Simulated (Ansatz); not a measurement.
# La on Ir(111): change of the work function

Aim: the work function of Ir(111) at several coverages of La (fcc site), and the dipole that each adsorbate carries.

Main program and level: Ansatz 0.2.0; plane-wave DFT, PBE, Ansatz PAW.

## (1) Starting point

The cell holds 4 atoms: 4 Ir. Its edges and angles: a = 2.715 Å, b = 2.715 Å, c = 24.651 Å, α = 90.0°, β = 90.0°, γ = 60.0°. Vacuum lies along c.

## (2) The clean slab

The bare slab comes first, as the zero from which every change is counted. The two lowest layers are held at bulk places and the upper ones relax. The dipole correction removes the false field that a one-sided slab makes across the periodic vacuum, so each face gets a flat vacuum level of its own.

File input.yaml:

```yaml
crystal:
  lattice:
    - [2.7152900398, 0.0, 0.0]
    - [1.3576450199, 2.3515101531, 0.0]
    - [0.0, 0.0, 24.6510751011]
  atoms:
    - { symbol: Ir, position: [0.0, 0.0, 0.3650956383] }
    - { symbol: Ir, position: [0.3333333333, 0.3333333333, 0.4550318794] }
    - { symbol: Ir, position: [0.6666666667, 0.6666666667, 0.5449681206] }
    - { symbol: Ir, position: [0.0, 0.0, 0.6349043617] }
kpoints:
  mp_grid: { grid: [12, 12, 1] }
hamiltonian:
  xc: pbe
scf:
  occupations: { method: fermi_dirac, width: 0.1 }
  convergence: { dr2_threshold: 1.0e-08 }
efield:
  axis: 3
  dipole_correction: true
  ramp_position: 0.97
  ramp_width: 0.06
relax:
  f_tol: 0.02
  max_steps: 60
  constraints: [{ sites: [0, 1] }]
output:
  write_potential: true
  write_density: true
  volumetric_format: npy
```

Command:

```console
ansatz run input.yaml --threads 4 --pin off --max-ram 16384MiB --backend cpu --events-out ev --progress --plain --runs-dir out
```

What it wrote:

```text
Engine: ansatz 0.2.0, aarch64-unknown-linux-gnu
Pseudopotentials: kind: paw
Pseudopotential: Ir, paw, valence charge 17, recommended cutoff 420 eV (normal), Ir.paw.azcp
Functional definition: PBE
  parameter kappa = 0.804
  parameter beta = 0.066725
  exchange = pbe_x(kappa = kappa, mu = beta*pi^2/3)
  correlation = pbe_c(beta = beta)
Crystal: 4 atoms, lattice volume = 157.398 Å³
Basis set: ecut = 420 eV, 3101 PW (Γ), exchange–correlation on 40×40×360 points (8 copies of the dense FFT grid, shifted against one another)
Bands: 41, of which v1, the nominal top of the filled ones, is band 34 counted from 1 (33 counted from 0)
Symmetry: 6 space group operations
k-points: 19 of 144 (time reversal used)
Non-local potential: Ir, projectors of the file, l = 0: 3, l = 1: 2, l = 2: 2, l = 3: 1
PAW form: soft (Blöchl's): semilocal exchange-correlation on the pseudo side does not see the compensation charge
PAW one-centre angular grid: Ir, 590 points (default); XC on 64 Gauss nodes
Initial density: superposition of atomic densities (neutral atoms: chi_scale 0, normalization atom), corrected by the library's trained network
Initial wavefunctions: pseudopotential atomic-orbital guess
Functional: x = pbe(κ = 0.804, μ = 0.219515), c = pbe(β = 0.066725)
SCF iter   1: F=—  HF=-47739.534662 eV  |F-HF|=—  |Δ(HF+E_count)|=         —  Δρ=6.19e-3  dr2=3.30e-1  ethr=1.77e-3  p=0.000 e·Å  D=9.34e-15 V/Å  ΔV_dip=-0.00 eV  dr2_dipole=3.62e-7  V_vac-E_F(+/−)=5.19/5.19 eV  ⟨swp⟩=7.8  Hψ=3557  notcnv=0  defer=2
efield: sawtooth ramp at fractional position 0.9700 (set: `efield.ramp_position`, or a place that a band, a saddle search or an elastic batch's reference lends), width 0.0600; the density the first Hamiltonian is built on has a dipole p = 0.000 e·Å; the dipole correction subtracts the counter field D = 9.34e-15 V/Å, which shifts the + side's vacuum level by -0.00 eV against the − side's; the planar-averaged density in the ramp window peaks in size at 1.1e-5 e/Å³
preconditioner: auto → LDOS  [metal: Δε(μ)=0.097 eV  Ē_g=6.266 eV  σ=0.100 eV  W_gap=0.23  n_scr=18 (ndim 8)  ℏωp=17.8 eV  f_vac=0.579  D(μ)=3.93/eV (n_scr^D=16)  β→1.0]
SCF iter   2: F=—  HF=-47739.532903 eV  |F-HF|=—  |Δ(HF+E_count)|=   1.76e-3  Δρ=2.42e-3  dr2=2.91e-2  ethr=4.85e-4  p=-0.000 e·Å  D=-4.09e-5 V/Å  ΔV_dip=0.00 eV  dr2_dipole=6.08e-7  V_vac-E_F(+/−)=5.47/5.47 eV  ⟨swp⟩=1.8  Hψ=981  notcnv=0  defer=3
SCF iter   3: F=—  HF=-47739.530415 eV  |F-HF|=—  |Δ(HF+E_count)|=   2.49e-3  Δρ=5.42e-4  dr2=4.60e-4  ethr=4.28e-5  p=-0.000 e·Å  D=-3.23e-6 V/Å  ΔV_dip=0.00 eV  dr2_dipole=1.63e-8  V_vac-E_F(+/−)=5.48/5.48 eV  ⟨swp⟩=1.8  Hψ=1050  notcnv=0  defer=3
SCF iter   4: F=—  HF=-47739.530408 eV  |F-HF|=—  |Δ(HF+E_count)|=   6.62e-6  Δρ=1.07e-4  dr2=1.71e-5  ethr=6.77e-7  p=-0.000 e·Å  D=-2.54e-6 V/Å  ΔV_dip=0.00 eV  dr2_dipole=5.97e-10  V_vac-E_F(+/−)=5.49/5.48 eV  ⟨swp⟩=2.5  Hψ=1492  notcnv=0  defer=3
SCF iter   5: F=—  HF=-47739.530409 eV  |F-HF|=—  |Δ(HF+E_count)|=   4.11e-8  Δρ=3.97e-5  dr2=2.38e-6  ethr=2.51e-8  p=-0.000 e·Å  D=-6.64e-7 V/Å  ΔV_dip=0.00 eV  dr2_dipole=1.81e-10  V_vac-E_F(+/−)=5.49/5.49 eV  ⟨swp⟩=3.4  Hψ=1824  notcnv=0  defer=3
SCF iter   6: F=—  HF=-47739.530404 eV  |F-HF|=—  |Δ(HF+E_count)|=   4.32e-6  Δρ=1.67e-5  dr2=6.18e-7  ethr=3.51e-9  p=-0.000 e·Å  D=-9.94e-7 V/Å  ΔV_dip=0.00 eV  dr2_dipole=8.41e-11  V_vac-E_F(+/−)=5.49/5.49 eV  ⟨swp⟩=2.4  Hψ=1311  notcnv=0  defer=3
SCF iter   7: F=—  HF=-47739.530405 eV  |F-HF|=—  |Δ(HF+E_count)|=   3.13e-7  Δρ=3.98e-6  dr2=5.26e-8  ethr=9.08e-10  p=-0.000 e·Å  D=-2.22e-7 V/Å  ΔV_dip=0.00 eV  dr2_dipole=2.79e-12  V_vac-E_F(+/−)=5.49/5.49 eV  ⟨swp⟩=2.8  Hψ=1526  notcnv=0  defer=3
SCF iter   8: F=-47739.530405 eV  HF=-47739.530405 eV  |F-HF|=7.63e-9  |Δ(HF+E_count)|=   1.76e-8  Δρ=1.09e-6  dr2=3.19e-9  ethr=1.47e-11  p=-0.000 e·Å  D=-3.88e-8 V/Å  ΔV_dip=0.00 eV  dr2_dipole=1.15e-14  V_vac-E_F(+/−)=5.49/5.49 eV  ⟨swp⟩=11.1  Hψ=6015  notcnv=0
SCF 1 converged in 8 iterations: F = -47739.530405 eV  dr2 = 3.19e-9
  greatest PAW one-centre occupation: 1.000 electrons in one spin orbital (limit 2), on the Ir atom at site 1 (counted from 0), in its partial waves of l = 0
relax step   1: F+E_penalty+E_count = -47739.53040454 eV  Δ(F+E_penalty+E_count) = +0.000e0 eV  max|allowed force component| = 1.352e-1 eV/Å  Δτ_max = 0.0000 Å  (8 SCF iters, accepted)
Initial density: handed on by an earlier stage of this run
Initial wavefunctions: those handed on with the density
iter 1 solved again at ethr=1.27e-4 eV; its pass at ethr=3.10e-3 eV (dr2=8.61e-2 eV) is discarded
SCF iter   1: F=—  HF=-47739.531032 eV  |F-HF|=—  |Δ(HF+E_count)|=         —  Δρ=2.46e-3  dr2=7.87e-2  ethr=1.27e-4  p=-0.000 e·Å  D=-3.38e-7 V/Å  ΔV_dip=0.00 eV  dr2_dipole=3.17e-2  V_vac-E_F(+/−)=5.48/5.48 eV  ⟨swp⟩=1.9  Hψ=2300  notcnv=0  defer=5
efield: sawtooth ramp at fractional position 0.9700 (set: `efield.ramp_position`, or a place that a band, a saddle search or an elastic batch's reference lends), width 0.0600; the density the first Hamiltonian is built on has a dipole p = -0.000 e·Å; the dipole correction subtracts the counter field D = -3.38e-7 V/Å, which shifts the + side's vacuum level by +0.00 eV against the − side's; the planar-averaged density in the ramp window peaks in size at 2.8e-6 e/Å³
preconditioner: auto → LDOS  [metal: Δε(μ)=0.080 eV  Ē_g=6.312 eV  σ=0.100 eV  W_gap=0.19  n_scr=18 (ndim 8)  ℏωp=17.8 eV  f_vac=0.582  D(μ)=3.84/eV (n_scr^D=16)  β→1.0]
SCF iter   2: F=—  HF=-47739.530295 eV  |F-HF|=—  |Δ(HF+E_count)|=   7.36e-4  Δρ=1.06e-3  dr2=4.86e-3  ethr=1.16e-4  p=0.002 e·Å  D=2.34e-3 V/Å  ΔV_dip=-0.06 eV  dr2_dipole=1.15e-3  V_vac-E_F(+/−)=5.44/5.50 eV  ⟨swp⟩=2.0  Hψ=965  notcnv=0  defer=5
SCF iter   3: F=—  HF=-47739.529492 eV  |F-HF|=—  |Δ(HF+E_count)|=   8.04e-4  Δρ=4.91e-4  dr2=1.58e-3  ethr=7.15e-6  p=0.000 e·Å  D=5.10e-4 V/Å  ΔV_dip=-0.01 eV  dr2_dipole=1.15e-5  V_vac-E_F(+/−)=5.48/5.49 eV  ⟨swp⟩=3.0  Hψ=1497  notcnv=0  defer=5
SCF iter   4: F=—  HF=-47739.529184 eV  |F-HF|=—  |Δ(HF+E_count)|=   3.08e-4  Δρ=7.79e-5  dr2=1.08e-5  ethr=2.32e-6  p=0.001 e·Å  D=9.35e-4 V/Å  ΔV_dip=-0.02 eV  dr2_dipole=1.05e-6  V_vac-E_F(+/−)=5.47/5.49 eV  ⟨swp⟩=2.2  Hψ=1153  notcnv=0  defer=5
SCF iter   5: F=—  HF=-47739.529177 eV  |F-HF|=—  |Δ(HF+E_count)|=   7.14e-6  Δρ=3.71e-5  dr2=3.99e-6  ethr=1.59e-8  p=0.001 e·Å  D=8.37e-4 V/Å  ΔV_dip=-0.02 eV  dr2_dipole=1.40e-8  V_vac-E_F(+/−)=5.47/5.50 eV  ⟨swp⟩=2.9  Hψ=1583  notcnv=0  defer=5
SCF iter   6: F=—  HF=-47739.529168 eV  |F-HF|=—  |Δ(HF+E_count)|=   8.34e-6  Δρ=9.86e-6  dr2=2.12e-7  ethr=5.87e-9  p=0.001 e·Å  D=7.52e-4 V/Å  ΔV_dip=-0.02 eV  dr2_dipole=6.16e-9  V_vac-E_F(+/−)=5.48/5.49 eV  ⟨swp⟩=2.2  Hψ=1200  notcnv=0  defer=5
SCF iter   7: F=—  HF=-47739.529168 eV  |F-HF|=—  |Δ(HF+E_count)|=   2.30e-7  Δρ=4.00e-6  dr2=3.19e-8  ethr=3.11e-10  p=0.001 e·Å  D=7.21e-4 V/Å  ΔV_dip=-0.02 eV  dr2_dipole=6.66e-9  V_vac-E_F(+/−)=5.48/5.49 eV  ⟨swp⟩=3.1  Hψ=1431  notcnv=0  defer=5
SCF iter   8: F=-47739.529169 eV  HF=-47739.529169 eV  |F-HF|=8.45e-9  |Δ(HF+E_count)|=   8.39e-8  Δρ=1.08e-6  dr2=2.71e-9  ethr=1.47e-11  p=0.001 e·Å  D=7.05e-4 V/Å  ΔV_dip=-0.02 eV  dr2_dipole=3.01e-10  V_vac-E_F(+/−)=5.48/5.49 eV  ⟨swp⟩=11.2  Hψ=5954  notcnv=0
SCF 2 converged in 8 iterations: F = -47739.529169 eV  dr2 = 2.71e-9
  greatest PAW one-centre occupation: 1.000 electrons in one spin orbital (limit 2), on the Ir atom at site 2 (counted from 0), in its partial waves of l = 0
relax step   2: F+E_penalty+E_count = -47739.52916854 eV  Δ(F+E_penalty+E_count) = +1.236e-3 eV  max|allowed force component| = 2.063e-1 eV/Å  Δτ_max = 0.0402 Å  (8 SCF iters, rejected (line search))
SCF iter   1: F=—  HF=-47739.532187 eV  |F-HF|=—  |Δ(HF+E_count)|=         —  Δρ=1.53e-3  dr2=2.86e-2  ethr=4.36e-4  p=0.001 e·Å  D=7.05e-4 V/Å  ΔV_dip=-0.02 eV  dr2_dipole=1.13e-2  V_vac-E_F(+/−)=5.48/5.50 eV  ⟨swp⟩=2.7  Hψ=1390  notcnv=0  defer=5
efield: sawtooth ramp at fractional position 0.9700 (set: `efield.ramp_position`, or a place that a band, a saddle search or an elastic batch's reference lends), width 0.0600; the density the first Hamiltonian is built on has a dipole p = 0.001 e·Å; the dipole correction subtracts the counter field D = 7.05e-4 V/Å, which shifts the + side's vacuum level by -0.02 eV against the − side's; the planar-averaged density in the ramp window peaks in size at 2.3e-6 e/Å³
preconditioner: auto → LDOS  [metal: Δε(μ)=0.082 eV  Ē_g=6.284 eV  σ=0.100 eV  W_gap=0.20  n_scr=18 (ndim 8)  ℏωp=17.8 eV  f_vac=0.581  D(μ)=3.88/eV (n_scr^D=16)  β→1.0]
SCF iter   2: F=—  HF=-47739.531721 eV  |F-HF|=—  |Δ(HF+E_count)|=   4.67e-4  Δρ=6.52e-4  dr2=1.43e-3  ethr=4.20e-5  p=-0.000 e·Å  D=-4.32e-4 V/Å  ΔV_dip=0.01 eV  dr2_dipole=2.25e-4  V_vac-E_F(+/−)=5.50/5.49 eV  ⟨swp⟩=2.1  Hψ=1154  notcnv=0  defer=5
SCF iter   3: F=—  HF=-47739.531476 eV  |F-HF|=—  |Δ(HF+E_count)|=   2.44e-4  Δρ=3.15e-4  dr2=6.21e-4  ethr=2.10e-6  p=0.000 e·Å  D=4.60e-4 V/Å  ΔV_dip=-0.01 eV  dr2_dipole=3.40e-6  V_vac-E_F(+/−)=5.48/5.49 eV  ⟨swp⟩=2.9  Hψ=1511  notcnv=0  defer=5
SCF iter   4: F=—  HF=-47739.531352 eV  |F-HF|=—  |Δ(HF+E_count)|=   1.24e-4  Δρ=4.39e-5  dr2=3.31e-6  ethr=9.13e-7  p=0.000 e·Å  D=1.92e-4 V/Å  ΔV_dip=-0.00 eV  dr2_dipole=7.79e-8  V_vac-E_F(+/−)=5.49/5.49 eV  ⟨swp⟩=2.1  Hψ=1153  notcnv=0  defer=5
SCF iter   5: F=—  HF=-47739.531341 eV  |F-HF|=—  |Δ(HF+E_count)|=   1.07e-5  Δρ=2.02e-5  dr2=1.03e-6  ethr=4.87e-9  p=0.000 e·Å  D=2.40e-4 V/Å  ΔV_dip=-0.01 eV  dr2_dipole=6.27e-9  V_vac-E_F(+/−)=5.49/5.49 eV  ⟨swp⟩=3.1  Hψ=1636  notcnv=0  defer=5
SCF iter   6: F=—  HF=-47739.531341 eV  |F-HF|=—  |Δ(HF+E_count)|=   3.79e-7  Δρ=8.03e-6  dr2=1.31e-7  ethr=1.52e-9  p=0.000 e·Å  D=2.78e-4 V/Å  ΔV_dip=-0.01 eV  dr2_dipole=2.79e-9  V_vac-E_F(+/−)=5.49/5.49 eV  ⟨swp⟩=2.2  Hψ=1171  notcnv=0  defer=5
SCF iter   7: F=—  HF=-47739.531342 eV  |F-HF|=—  |Δ(HF+E_count)|=   1.54e-7  Δρ=2.33e-6  dr2=1.11e-8  ethr=1.93e-10  p=0.000 e·Å  D=2.91e-4 V/Å  ΔV_dip=-0.01 eV  dr2_dipole=3.45e-9  V_vac-E_F(+/−)=5.49/5.49 eV  ⟨swp⟩=2.3  Hψ=1199  notcnv=0  defer=5
SCF iter   8: F=-47739.531342 eV  HF=-47739.531342 eV  |F-HF|=4.76e-9  |Δ(HF+E_count)|=   3.00e-8  Δρ=5.88e-7  dr2=7.07e-10  ethr=1.47e-11  p=0.000 e·Å  D=2.99e-4 V/Å  ΔV_dip=-0.01 eV  dr2_dipole=3.66e-11  V_vac-E_F(+/−)=5.49/5.49 eV  ⟨swp⟩=10.5  Hψ=5643  notcnv=0
SCF 3 converged in 8 iterations: F = -47739.531342 eV  dr2 = 7.07e-10
relax step   3: F+E_penalty+E_count = -47739.53134163 eV  Δ(F+E_penalty+E_count) = -9.371e-4 eV  max|allowed force component| = 2.789e-3 eV/Å  Δτ_max = 0.0158 Å  (8 SCF iters, accepted)
NSCF: frozen V_eff on 19 k-points
the band table was solved once a step of the walk had ended and its energy, with any forces and stress, was formed, with the checks that follow a solve (3881 applications of the Hamiltonian). They found nothing against the state; the energy, forces and stress were not computed again (output.eigenvalues in the input reference)
WARN: The output density's exchange-correlation potential varies sharply where the density is thin. Do not read a vacuum level from v_tot or v_xc, or from such a field of the output density. On a cell that repeats whose density bears no net charge and no dipole along the vacuum's axis use v_es (v_loc + v_h of the components); under efield.dipole_correction with no amplitude use v_es + v_field, which holds any externa [...]
SCF converged after 8 iterations
Free energy (F): -47739.531342 eV
Harris-Foulkes:  -47739.531342 eV  (|F-HF|=4.76e-9)
Internal energy: -47739.398849 eV  (E = F + TS)
E sigma→0 (E₀):  -47739.465095 eV
Entropy (-TS):   -0.132493 eV (-33.123 meV/atom)
Fermi energy:    5.735751 eV
Dipole field:    D = 0.000308 V/Å  (p = 0.000268 e·Å, saw-weighted, corrected)
Work function:   Φ+ = 5.4864 eV   Φ− = 5.4940 eV
Levels:          The Fermi level and band energies are counted from a zero that moves with the ramp; work functions are not
--- Per-component energies (eV) ---
  E_band       = -1671.576538
  E_kinetic    = 2486.113090
  E_local      = -117421.112916  (includes V_loc(G=0)·N_el)
  E_nonlocal   = 291.629511
  E_hartree    = 57547.560114
  E_xc         = -1068.589999
  E_vxc        = -1195.849487  (∫ρ·V_xc dr)
  E_paw        = -36893.549534  (= ΣΔE_a)
  E_vpaw       = -927.471881  (= ΣTr[D̂ρ^β])
  E_aug_tail   = 0.000219  (compensation charges beyond the density's cutoff)
  E_efield     = 0.000000  (sawtooth field / dipole correction)
  E_vefield    = 0.000096  (∫n·V_field dr)
  E_ewald      = 47318.550667
  E_smearing   = -0.132493  (= −TS)
  E_closure    = -0.000000  (closes the sum)
  Σ components = -47739.531342   (vs F -47739.531342, Δ=0.00e0)
--- Forces (eV/Å), atoms counted from 1 ---
  atom   1  Ir     0.00000000    -0.00000000     0.12831674
  atom   2  Ir    -0.00000000    -0.00000000    -0.13090793
  atom   3  Ir     0.00000000     0.00000000    -0.00020093
  atom   4  Ir    -0.00000000     0.00000000     0.00278891
  max |Σ_I F_I| component: 3.21e-6 eV/Å
--- Band table (eV; the first three rows and the last of 19) ---
  k-point 0: bands = [... 30 lower, 2.8245, 4.5654, 4.5654, 4.9154, 4.9154, 5.0203, 5.8533, 5.8533, ... 3 higher]
  k-point 1: bands = [... 30 lower, 3.0292, 4.3234, 4.3914, 4.3950, 4.8764, 4.9658, 5.3069, 5.8533, ... 3 higher]
  k-point 2: bands = [... 30 lower, 3.6025, 3.6292, 3.8672, 4.2957, 4.5009, 4.9807, 5.8191, 5.8473, ... 3 higher]
  k-point 18: bands = [... 30 lower, 4.4076, 4.4245, 5.5716, 6.0441, 6.1830, 6.1849, 11.3203, 11.4245, ... 3 higher]
--- Relaxed structure (3 steps of the walk, 2 accepted, 0 SCFs on fresh bases) ---
  F+E_penalty+E_count = -47739.53134163 eV   max|allowed force component| = 2.789e-3 eV/Å
  atoms:
    - { symbol: Ir, position: [0.0, 0.0, 0.365096] }
    - { symbol: Ir, position: [0.333333, 0.333333, 0.4550318794] }
    - { symbol: Ir, position: [0.666667, 0.666667, 0.544863] }
    - { symbol: Ir, position: [-7.456013e-19, 0, 0.634264] }
```

Run time: 10 s. Hardware: 4 threads of Arm Neoverse V1, shared host; peak memory 0.47 GiB.

In the SCF lines HF is the Harris–Foulkes energy and dr2 the Hartree energy of the density residual, in eV; the loop may stop once dr2 is under the threshold and the program's other checks hold. Hψ counts applications of the Hamiltonian.

Relaxation path:

| step | energy less that of the first step (eV) | largest force component (eV/Å) |
| --- | --- | --- |
| 1 | 0.0000 | 0.1352 |
| 2 | 0.0012 | 0.2063 |
| 3 | -0.0009 | 0.0028 |

Relaxation step 2 was tried and not accepted.

The run keeps the 6 symmetry operations that the program found, so distortions that break them were not tested.

The atoms that moved most (Å):

| atom | dx | dy | dz | length |
| --- | --- | --- | --- | --- |
| Ir4 | 0.000 | 0.000 | -0.016 | 0.016 |

The relaxed structure:

```xyz
4
Lattice="2.7153 0.0000 0.0000 1.3576 2.3515 0.0000 0.0000 0.0000 24.6511" Properties=species:S:1:pos:R:3
Ir    0.0000    0.0000    9.0000
Ir    1.3576    0.7838   11.2170
Ir    2.7153    1.5677   13.4315
Ir    0.0000    0.0000   15.6353
```

This step gave:

```yaml
energy_at_zero_smearing: -47739.4651 eV
work_function_upper_face: 5.486 eV
dipole_along_the_normal: 2.68e-4 e·Å
```

Running mean over 2.217 Å of the planar mean; the ramp of the sawtooth is left out. Table of electron's electrostatic potential energy less the Fermi level by z:

| z (Å) | electron's electrostatic potential energy less the Fermi level (eV) |
| --- | --- |
| 3.5 | 5.49 |
| 4.0 | 5.49 |
| 4.5 | 5.49 |
| 5.0 | 5.49 |
| 5.5 | 5.47 |
| 6.0 | 5.42 |
| 6.5 | 5.19 |
| 7.0 | 4.28 |
| 7.5 | 0.793 |
| 8.0 | -5.49 |
| 8.5 | -10.8 |
| 9.0 | -12.7 |
| 9.5 | -13.1 |
| 10.0 | -13.3 |
| 10.5 | -13.4 |
| 11.0 | -13.5 |
| 11.5 | -13.6 |
| 12.0 | -13.6 |
| 12.5 | -13.6 |
| 13.0 | -13.6 |
| 13.5 | -13.6 |
| 14.0 | -13.6 |
| 14.5 | -13.5 |
| 15.0 | -13.3 |
| 15.5 | -12.9 |
| 16.0 | -11.7 |
| 16.5 | -7.22 |
| 17.0 | -0.753 |
| 17.5 | 3.68 |
| 18.0 | 5.04 |
| 18.5 | 5.38 |
| 19.0 | 5.46 |
| 19.5 | 5.48 |
| 20.0 | 5.48 |
| 20.5 | 5.49 |
| 21.0 | 5.49 |
| 21.5 | 5.49 |

The relaxation took 3 steps and lowered the energy by 9.4e-4 eV; the largest force on the free atoms ends at 0.0028 eV/Å.

The work function of the upper face is 5.49 eV.

(Continued in part 2 of 3.)

[Long decimals in the printed logs are rounded to 6 places.]

[Logs are printed without paths, hosts, clocks, repeated set-up lines and the standing remarks that a program may print on its own settings, such as how far it seeks lower states.]

[Hosts, paths, dates, database ids (printed as entryN), source tags and the programs' standing remarks are cut or masked in the printed files.]

[Maps of the electrostatic potential energy from Ansatz leave out the sawtooth potential of an applied field or a dipole correction, so their vacuum need not be flat; planar profiles and work functions include it.]
